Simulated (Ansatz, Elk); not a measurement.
# Bonding as seen by X-rays: LaInSi3

The structure of LaInSi3 used here is made up (a known structure type with other elements) and was relaxed beforehand with PBE. The aim is the Fourier transform of its all-electron density, F(hkl), set beside the sum over free spherical atoms that refinements use.

Calculated with Elk 11.2.3 (patched build); DFT, PBE, all-electron APW+lo, Dirac cores, scalar-relativistic bands, static density, no spin.

The structure was built from a prototype and need not be the compound's stable phase.

## Step 1: The structure

The structure is tetragonal, space group I4mm (No. 107). The conventional cell has a = 4.853 Å, b = 4.853 Å, c = 9.232 Å, α = 90.00°, β = 90.00°, γ = 90.00°. Nearest to La lie 13 Si at 3.09 to 3.76 Å and 5 In at 3.49 to 3.61 Å. Nearest to In lie 5 Si at 2.66 to 2.73 Å. Si has 4 Si at 2.53 Å and 1 In at 2.66 Å and 5 La at 3.09 to 3.76 Å nearest. Si has 6 Si at 2.53 to 3.43 Å and 2 In at 2.73 Å and 4 La at 3.30 to 3.39 Å nearest. Farther neighbours are not listed.

## Step 2: Ground state and structure factors

An all-electron density is needed, since X-rays see the cores too. Task 0 finds the density and task 195 Fourier-transforms it; tshift is off so that phases refer to the origin typed.

elk.in reads:

```
tasks
  0
  195

xctype
  20

spinpol
  .false.

rgkmax
  7.0

gmaxvr
  14.0

lmaxo
  7

lmaxapw
  8

swidth
  0.002

tshift
  .false.

ramdisk
  .false.

hmaxvr
  5.5

maxscl
  120

epspot
  1e-06

sppath
  './'

avec
  -4.58529017963 4.58529017963 8.72303606142
  4.58529017963 -4.58529017963 8.72303606142
  4.58529017963 4.58529017963 -8.72303606142

atoms
  3
  'La.in'
  1
  0.6053977132 0.6053977132 0.0000000000   0.000000 0.000000 0.000000
  'In.in'
  1
  0.2275857938 0.2275857938 0.0000000000   0.000000 0.000000 0.000000
  'Si.in'
  3
  -0.0601347807 -0.0601347807 -0.0000000000   0.000000 0.000000 0.000000
  0.8623756368 0.3623756368 0.5000000000   0.000000 0.000000 0.000000
  0.3623756368 0.8623756368 0.5000000000   0.000000 0.000000 0.000000

ngridk
  7 7 7
```

The run is started by

```sh
OMP_NUM_THREADS=4 elk
```

Numbers of over 12 decimals in the logs are rounded to 6 here.

Output:

```text
┌─────────────────────────┐
│ Elk code version 11.2.3 │
└─────────────────────────┘

All units are atomic (Hartree, Bohr, etc.)

┌─────────────────────────────────────────────────┐
│ Ground-state run starting from atomic densities │
└─────────────────────────────────────────────────┘

Lattice vectors :
  -4.585290180       4.585290180       8.723036061
   4.585290180      -4.585290180       8.723036061
   4.585290180       4.585290180      -8.723036061

Reciprocal lattice vectors :
  0.2262258458E-16  0.6851458753      0.3601489930
  0.6851458753      0.2262258458E-16  0.3601489930
  0.6851458753      0.6851458753      0.1740149280E-17

Unit cell volume      :    733.6033562
Brillouin zone volume :   0.3381257888

Muffin-tin inner radius fraction :   0.1000000000E-01

Nuclei treated as point charges

Species : 1 (La)
 parameters loaded from : La.in
 name : lanthanum
 nuclear charge    :   -57.00000000
 electronic charge :    57.00000000
 atomic mass :    253209.2366
 muffin-tin radius :    2.800000000
 number of radial points in muffin-tin :   1393
 inner part over the whole radius :   0.9924947902E-02
 number on inner part of muffin-tin    :    996
 approximate nuclear radius :   0.9226798129E-04
 number of mesh points to nuclear radius :    505
 atomic positions (lattice), magnetic fields (Cartesian) :
  1 :   0.60539771  0.60539771  0.00000000    0.00000000  0.00000000  0.00000000

Species : 2 (In)
 parameters loaded from : In.in
 name : indium
 nuclear charge    :   -49.00000000
 electronic charge :    49.00000000
 atomic mass :    209300.4102
 muffin-tin radius :    2.600000000
 number of radial points in muffin-tin :   1193
 inner part over the whole radius :   0.9943151076E-02
 number on inner part of muffin-tin    :    850
 approximate nuclear radius :   0.8768807633E-04
 number of mesh points to nuclear radius :    427
 atomic positions (lattice), magnetic fields (Cartesian) :
  1 :   0.22758579  0.22758579  0.00000000    0.00000000  0.00000000  0.00000000

Species : 3 (Si)
 parameters loaded from : Si.in
 name : silicon
 nuclear charge    :   -14.00000000
 electronic charge :    14.00000000
 atomic mass :    51196.73458
 muffin-tin radius :    2.200000000
 number of radial points in muffin-tin :    793
 inner part over the whole radius :   0.9899632250E-02
 number on inner part of muffin-tin    :    553
 approximate nuclear radius :   0.5963282101E-04
 number of mesh points to nuclear radius :    246
 atomic positions (lattice), magnetic fields (Cartesian) :
  1 :   0.93986522  0.93986522  0.00000000    0.00000000  0.00000000  0.00000000
  2 :   0.86237564  0.36237564  0.50000000    0.00000000  0.00000000  0.00000000
  3 :   0.36237564  0.86237564  0.50000000    0.00000000  0.00000000  0.00000000

Total number of atoms per unit cell :    5
Total muffin-tin volume :    299.3812135
 ratio of muffin-tin to unit cell volume :   0.4080968428

Spin treatment :
 spin-unpolarised

Number of Bravais lattice symmetries :   16
Number of crystal symmetries         :    8
Crystal has no inversion symmetry
Complex Hermitian eigensolver will be used

k-point grid :      7     7     7
k-point offset :    0.000000000       0.000000000       0.000000000
k-point set is reduced with full crystal symmetry group
Total number of k-points :       70

Muffin-tin radius times maximum |G+k| :    7.000000000
 using average radius
Maximum |G+k| for APW functions       :    2.916666667
Maximum (1/2)|G+k|²                   :    4.253472222
Maximum |G| for potential and density :    14.00000000
Constant for pseudocharge density :   10
 order of it for each species :   17  17  17
 order of it for pair densities of each species (exact exchange by exxq0 0: 18) :   13  11   7
Radial integration step length :    1

G-vector grid sizes :     49    49    49
Number of G-vectors :    34031

Maximum angular momentum used for
 APW functions            :    8
 outer part of muffin-tin :    7
 inner part of muffin-tin :    2

Total nuclear charge    :   -148.0000000
[...]
Density of states at Fermi energy :    40.01898909
 (states/Hartree/unit cell)

Estimated indirect band gap :   0.1969091990E-02
 from k-point 9 to k-point 61
Estimated direct band gap   :   0.7755788225E-02
 at k-point 55

Charges :
 core                        :    106.0000000
 valence                     :    42.00000000
 interstitial                :    9.476513855
 muffin-tins (core leakage)
  species : 1 (La)
   atom 1                    :    54.41215832     (  0.2220608005E-03)
  species : 2 (In)
[...]
species : 3 (Si)
[...]
total in muffin-tins        :    138.5234861
 total calculated charge     :    147.9953498
 total charge                :    148.0000000
 error                       :   0.4650195478E-02

RMS change in Kohn-Sham potential (target) :   0.3989838358     (  0.1000000000E-05)
Absolute change in total energy (target)   :    1.289466703     (  0.1000000000E-03)

[... loops 3 to 14 left out ...]

┌──────────────────┐
│ Loop number : 15 │
└──────────────────┘

Energies :
 Fermi                       :     0.298776
 sum of occupied eigenvalues :     -9255.6497816685
 electron kinetic            :      16146.981291027
 core electron kinetic       :      15866.417919043
 Coulomb                     :     -30971.209812780
 Coulomb potential           :     -24846.285576256
 nuclear-nuclear             :     -1463.8692395022
 electron-nuclear            :     -34194.800340804
 Hartree                     :      4687.4597675266
 Madelung                    :     -18548.067024652
 xc potential                :     -556.34549643905
 exchange                    :     -419.36289012433
 correlation                 :     -7.459040
 electron entropic           :    -0.44824397838785E-03
 total energy                :     -15251.050900403

Density of states at Fermi energy :    32.88073570
 (states/Hartree/unit cell)

Estimated indirect band gap :   0.1438775570E-03
 from k-point 41 to k-point 9
Estimated direct band gap   :   0.7298916975E-02
 at k-point 67

Charges :
 core                        :    106.0000000
 valence                     :    42.00000000
 interstitial                :    9.443081167
 muffin-tins (core leakage)
  species : 1 (La)
[...]
species : 2 (In)
[...]
species : 3 (Si)
[...]
total in muffin-tins        :    138.5569188
 total calculated charge     :    147.9954839
 total charge                :    148.0000000
 error                       :   0.4516101037E-02

RMS change in Kohn-Sham potential (target) :   0.5155039078E-07 (  0.1000000000E-05)
Absolute change in total energy (target)   :   0.5492290620E-04 (  0.1000000000E-03)

Convergence targets achieved

┌──────────────────┐
│ Loop number : 16 │
└──────────────────┘

Energies :
 Fermi                       :     0.298776
 sum of occupied eigenvalues :     -9255.6497775682
 electron kinetic            :      16146.981295409
 core electron kinetic       :      15866.417922262
 Coulomb                     :     -30971.209814741
 Coulomb potential           :     -24846.285576390
 nuclear-nuclear             :     -1463.8692395022
 electron-nuclear            :     -34194.800344367
 Hartree                     :      4687.4597691284
 Madelung                    :     -18548.067026546
 xc potential                :     -556.34549658719
 exchange                    :     -419.36289018027
 correlation                 :     -7.459040
 electron entropic           :    -0.44824399619195E-03
 total energy                :     -15251.050898036

Density of states at Fermi energy :    32.88073660
 (states/Hartree/unit cell)

Estimated indirect band gap :   0.1438790502E-03
 from k-point 41 to k-point 9
Estimated direct band gap   :   0.7298916491E-02
 at k-point 63

Charges :
 core                        :    106.0000000
 valence                     :    42.00000000
 interstitial                :    9.443081091
 muffin-tins (core leakage)
  species : 1 (La)
[...]
species : 2 (In)
[...]
species : 3 (Si)
   atom 1                    :    12.19008636     (  0.1328596949E-02)
   atom 2                    :    12.16851601     (  0.1329582564E-02)
   atom 3                    :    12.16851601     (  0.1329582564E-02)
 total in muffin-tins        :    138.5569189
 total calculated charge     :    147.9954839
 total charge                :    148.0000000
 error                       :   0.4516101002E-02

┌──────────────────────────────┐
│ Self-consistent loop stopped │
└──────────────────────────────┘

Warning : core states of species 1 leak from the muffin-tin :   0.2166389200E-03

Warning : core states of species 2 leak from the muffin-tin :   0.1303716701E-03

Warning : core states of species 3 leak from the muffin-tin :   0.1329582564E-02

Wrote STATE.OUT
```

It took 58 s on 4 threads of Arm Neoverse V2, shared host; peak memory 0.21 GiB; 3.1 min of CPU time.

SFACRHO.OUT:

```text

h k l indices transformed by vhmat matrix:
   1.000000000       0.000000000       0.000000000    
   0.000000000       1.000000000       0.000000000    
   0.000000000       0.000000000       1.000000000    

      h      k      l  multipl.   |H|            Re(F)            Im(F)           |F|

      0      0      0      1   0.0000000       148.00000      0.40558254E-15   148.00000    
      1      1     -1      1  0.72029799      -25.861806       30.350115       39.874334    
     -1     -1      1      1  0.72029799      -25.861806      -30.350115       39.874334    
     -1      0      1      4  0.77403628      -22.954751      -8.4792090       24.470750    
      0      1      0      4  0.77403628      -22.954751       8.4792090       24.470750    
      0      0     -1      4  0.96894259       80.688600      0.45431747E-14   80.688600    
     -2      0      1      4   1.2073437      -17.227556      -69.273920       71.383925    
      1      1     -2      4   1.2073437      -17.227556       69.273920       71.383925    
      1      2     -2      4   1.2793712       6.1713609      -87.119935       87.338243    
     -2     -1      1      4   1.2793712       6.1713609       87.119935       87.338243    
     -1      1     -1      4   1.3702918       112.85712      0.67646233E-14   112.85712    
     -2     -2      2      1   1.4405960      -23.364482       3.2597081       23.590776    
      2      2     -2      1   1.4405960      -23.364482      -3.2597081       23.590776    
      0      2     -2      4   1.5480726      -21.890957       28.228379       35.721917    
     -2      0      0      4   1.5480726      -21.890957      -28.228379       35.721917    
     -2      1      1      8   1.5737953      -20.227915      -7.3195503       21.511493    
      2     -1     -1      8   1.5737953      -20.227915       7.3195503       21.511493    
     -2     -2      3      4   1.7361355       10.793562       13.572897       17.341410
```

Elk indexes on the primitive cell of elk.in and gives |H| = 4π sin θ/λ in inverse bohr. Below, one row stands for each form hkl of the conventional cell (m members, Friedel mates merged), F is for one primitive cell and the density is static (no thermal factor). Free-atom factors are Waasmaier and Kirfel's, and R is Σm||F|−|F'||/Σm|F|.

```
hkl   m  sin θ/λ (Å⁻¹)  abs F, DFT  neutral atoms   diff.  abs of complex diff.
002   2          0.108      39.874         40.142  -0.268                 0.358
101   8          0.116      24.471         24.531  -0.060                 0.119
110   4          0.146      80.689         80.796  -0.107                 0.107
112   8          0.182      71.384         71.423  -0.039                 0.094
103   8          0.192      87.338         87.499  -0.161                 0.161
200   4          0.206     112.857        112.802  +0.055                 0.055
004   2          0.217      23.591         23.688  -0.097                 0.097
202   8          0.233      35.722         35.651  +0.071                 0.191
211  16          0.237      21.511         21.467  +0.045                 0.156
114   8          0.261      17.341         17.786  -0.444                 0.457
213  16          0.282      76.417         76.543  -0.126                 0.127
105   8          0.290      64.071         64.105  -0.035                 0.097
220   4          0.291      98.876         99.153  -0.277                 0.277
204   8          0.299      21.088         21.085  +0.002                 0.091
222   8          0.311      31.962         31.795  +0.167                 0.239
301   8          0.314      19.213         19.231  -0.018                 0.023
006   2          0.325      45.432         45.309  +0.123                 0.141
310   8          0.326      62.668         62.620  +0.048                 0.048
312  16          0.343      56.367         56.357  +0.011                 0.017
303   8          0.349      69.598         69.533  +0.065                 0.071
215  16          0.355      58.426         58.329  +0.097                 0.097
116   8          0.356      61.507         61.556  -0.049                 0.087
```

## Step 3: The highest occupied states alone

An energy window below the Fermi level keeps the highest occupied states, to see at which angles they scatter; shallow core shells can lie inside it and anion s states outside. No new self-consistency is needed.

elk.in, as its differences from that of step 2:

```diff
@@ -1,3 +1,2 @@
 tasks
-  0
   195
@@ -40,2 +39,5 @@
 
+wsfac
+  -0.252460 0.598780
+
 sppath
```

The run is started by

```sh
OMP_NUM_THREADS=4 elk
```

Output:

```text
┌─────────────────────────────────┐
│ Elk code version 11.2.3 started │
└─────────────────────────────────┘

Info(readinput): the functional depends on the density's gradient
 muffin-tin radial points multiplied by    2.00000
 (not where nrmtscf is given)

┌────────────────────┐
│ Current task : 195 │
└────────────────────┘

Info(sfacrho): density structure factors written to SFACRHO.OUT

 Energy window :  -0.2524600000      0.5987800000

┌──────────────────┐
│ Elk code stopped │
└──────────────────┘
```

Elapsed: 14 s, on 4 threads; peak memory 0.16 GiB.

States within 15 eV below the Fermi level hold 28.00 electrons; any levels below the window count with the cores. Their amplitudes can exceed the total, where window and core parts have opposite phase:

```
hkl  sin θ/λ (Å⁻¹)  abs F, window  abs F, all
002          0.108          8.845      39.874
101          0.116          8.716      24.471
110          0.146          7.146      80.689
112          0.182          6.507      71.384
103          0.192          6.894      87.338
200          0.206          7.538     112.857
004          0.217          5.303      23.591
202          0.233          4.957      35.722
211          0.237          4.898      21.511
114          0.261          4.072      17.341
```

## Step 4: Another functional

The difference from free atoms is small, so it is set against the change that LDA (Perdew-Wang) makes.

elk.in, as its differences from that of step 3:

```diff
@@ -1,2 +1,3 @@
 tasks
+  0
   195
@@ -4,3 +5,3 @@
 xctype
-  20
+  3
 
@@ -39,5 +40,2 @@
 
-wsfac
-  -0.252460 0.598780
-
 sppath
```

The run is started by

```sh
OMP_NUM_THREADS=4 elk
```

Output:

```text
┌─────────────────────────┐
│ Elk code version 11.2.3 │
└─────────────────────────┘

All units are atomic (Hartree, Bohr, etc.)

┌─────────────────────────────────────────────────┐
│ Ground-state run starting from atomic densities │
└─────────────────────────────────────────────────┘

Lattice vectors :
  -4.585290180       4.585290180       8.723036061
   4.585290180      -4.585290180       8.723036061
   4.585290180       4.585290180      -8.723036061

Reciprocal lattice vectors :
  0.2262258458E-16  0.6851458753      0.3601489930
[...]
atom 3                    :    12.17650768     (  0.1353688434E-02)
 total in muffin-tins        :    138.6266553
 total calculated charge     :    147.9954136
 total charge                :    148.0000000
 error                       :   0.4586418197E-02

┌──────────────────────────────┐
│ Self-consistent loop stopped │
└──────────────────────────────┘

Warning : core states of species 1 leak from the muffin-tin :   0.2172579961E-03

Warning : core states of species 2 leak from the muffin-tin :   0.1283918745E-03

Warning : core states of species 3 leak from the muffin-tin :   0.1354447064E-02

Wrote STATE.OUT
[key lines of the parts left out:]
total energy                :     -15236.509688373
```

Elapsed: 42 s, on 4 threads; peak memory 0.16 GiB.

Against the first run R = 0.04 %; the largest change is -0.046 at 0 0 12.

## Step 5: Basis size

A smaller basis shows how fast F responds to it; the change is likely larger than the basis error of the first run, but doesn't show convergence.

elk.in, as its differences from that of step 4:

```diff
@@ -5,3 +5,3 @@
 xctype
-  3
+  20
 
@@ -11,3 +11,3 @@
 rgkmax
-  7.0
+  5.5
```

The run is started by

```sh
OMP_NUM_THREADS=4 elk
```

Output:

```text
┌─────────────────────────┐
│ Elk code version 11.2.3 │
└─────────────────────────┘

All units are atomic (Hartree, Bohr, etc.)

┌─────────────────────────────────────────────────┐
│ Ground-state run starting from atomic densities │
└─────────────────────────────────────────────────┘

Lattice vectors :
  -4.585290180       4.585290180       8.723036061
   4.585290180      -4.585290180       8.723036061
   4.585290180       4.585290180      -8.723036061

Reciprocal lattice vectors :
  0.2262258458E-16  0.6851458753      0.3601489930
[...]
atom 3                    :    12.15680024     (  0.1326472116E-02)
 total in muffin-tins        :    138.4783894
 total calculated charge     :    147.9954971
 total charge                :    148.0000000
 error                       :   0.4502869834E-02

┌──────────────────────────────┐
│ Self-consistent loop stopped │
└──────────────────────────────┘

Warning : core states of species 1 leak from the muffin-tin :   0.2165649058E-03

Warning : core states of species 2 leak from the muffin-tin :   0.1309824004E-03

Warning : core states of species 3 leak from the muffin-tin :   0.1326472116E-02

Wrote STATE.OUT
[key lines of the parts left out:]
total energy                :     -15251.000280202
```

It took 40 s on 4 threads; peak memory 0.21 GiB.

Against the first run R = 0.01 %; the largest change is +0.028 at 303.

## Step 6: Settings against the effect

```
              run  R against the first run (%)  R against neutral atoms, low angle (%)  wall time
    PBE, rgkmax 7                         0.00                                    0.22       58 s
LDA (Perdew-Wang)                         0.04                                    0.21       42 s
       rgkmax 5.5                         0.01                                    0.22       40 s
```

## Step 7: Summary of results

```yaml
r_against_neutral_atoms_sin_theta_lambda_0p3_a_minus1: 0.22 %
r_against_neutral_atoms_0p3_to_0p77_a_minus1: 0.09 %
```

**Reading.** Independent neutral atoms miss the calculated amplitudes by R = 0.22 % below 0.3 Å⁻¹ and 0.09 % from there to 0.77 Å⁻¹; by shells, 0.24 % below 0.15 Å⁻¹ (3 forms), 0.21 % 0.15 to 0.3 (11 forms), 0.09 % 0.3 to 0.45 (22 forms), 0.09 % above 0.45 (113 forms). Bonding, aspherical density and the tables' own atoms all enter these figures, and the runs don't part them. The largest change of an amplitude is -0.44 electrons, at 114. R counts amplitudes alone; phases shift too. The window's part falls from 28.0 electrons at the origin to at most 0.90 between 0.45 and 0.77 Å⁻¹, where compact states inside the window still scatter. The window holds more than the 18 outer electrons of the free atoms, so shallow core shells lie inside it. Below 0.3 Å⁻¹ the changes that finished (LDA (Perdew-Wang) and rgkmax 5.5) move F by R = 0.03 % at most, against the 0.22 % that separates it from free atoms. The k-mesh has no finished test. Part of the difference isn't bonding: the tables are fits to free atoms and ions calculated by other methods than this functional. Thermal motion, anomalous dispersion and extinction are left out.

[Logs are printed without paths, hosts, clocks, repeated set-up lines and the standing remarks that a program may print on its own settings, such as how far it seeks lower states.]

[Hosts, paths, dates, database ids (printed as entryN), source tags and the programs' standing remarks are cut or masked in the printed files.]
